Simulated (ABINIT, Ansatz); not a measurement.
```
Cs2H6Pt (Fm-3m): one start, several treatments of the self-energy
1.0
     0.00000    4.48617    4.48617
     4.48617    0.00000    4.48617
     4.48617    4.48617    0.00000
Cs H Pt
2 6 1
Direct
  0.75000 0.75000 0.75000
  0.25000 0.25000 0.25000
  0.81686 0.81686 0.18314
  0.18314 0.81686 0.18314
  0.81686 0.18314 0.18314
  0.18314 0.18314 0.81686
  0.81686 0.18314 0.81686
  0.18314 0.81686 0.81686
  0.00000 0.00000 0.00000
# method: RPA screening on LDA, plane waves, norm-conserving pseudopotentials (and 3 further levels or steps)
# program: ABINIT 10.8.3
# settings: cutoff 34 Ha, PseudoDojo scalar-relativistic 0.4.1 standard, norm-conserving, ngkpt (2, 2, 2), nband 140, ecuteps 4.2 Ha, gwcalctyp 2, nfreqre 16, nfreqim 8, inclvkb 2, freqremax 40 eV, spmeth 1, nomegasf 120, shiftk (0, 0, 0), symchi 1, awtr 1, frequency cd, 2×2×2 k-mesh
# cost: 8 runs, 8.7 min in all on 4 MPI ranks of Arm Neoverse V1, shared host
# notes: The program’s warnings: Min real frequency set to default [Ha] = and nproc spkpt=  >= nkpt= * nsppol=. The cell and positions are those that the Materials Project relaxed with its own functionals (PBE, PBE+U or r2SCAN), kept fixed. Limits: no spin polarisation; d states lean on the start; no spin-orbit coupling. The 2×2×2 mesh is coarse for this cell, which bears on the long-range parts of exchange and screening. The runs have no spin polarisation. For a closed low-spin shell that is the natural state; where a d or f shell is open it is a constraint, and the gap is then not the crystal’s own.
# G0W0, Godby-Needs plasmon pole: 5.727 eV
# G0W0, von der Linden-Horsch plasmon pole: 5.980 eV
# G0W0, Hybertsen-Louie plasmon pole: 5.895 eV
# one-shot Hartree-Fock: 10.150 eV
# G0W0, contour deformation: 5.692 eV
# known limits: short of the basis limit; no spin polarisation; d states lean on the start; no spin-orbit coupling; coarse k mesh
```

[Long decimals in the printed logs are rounded to 6 places.]

[Logs are printed without paths, hosts, clocks, repeated set-up lines and the standing remarks that a program may print on its own settings, such as how far it seeks lower states.]

[Paths, hosts, dates, memory and timing lines, banners, echoed tables and standing remarks are left out of the program output; an Ansatz launch command may be rebuilt from the run's recorded settings. Measured values are a selection of at most five: reports struck by readers or far from the other reports are left out. None is set beside runs whose start may be inverted or whose files or cutoffs have a known fault.]

[Runs of the session that timed out or met a known fault of the program may be left out.]

[Hosts, paths, dates, database ids (printed as entryN), source tags and the programs' standing remarks are cut or masked in the printed files.]

[G0W0 gaps are taken among the corrected bands and points alone; a level outside them can change the order at an edge.]

[Where Ansatz stands beside ABINIT at settings called matched, ABINIT's density can come from a denser mesh and the files from another edition; pairs whose starting gaps differed by over 0.03 eV were left out, so agreement reads better than it is.]
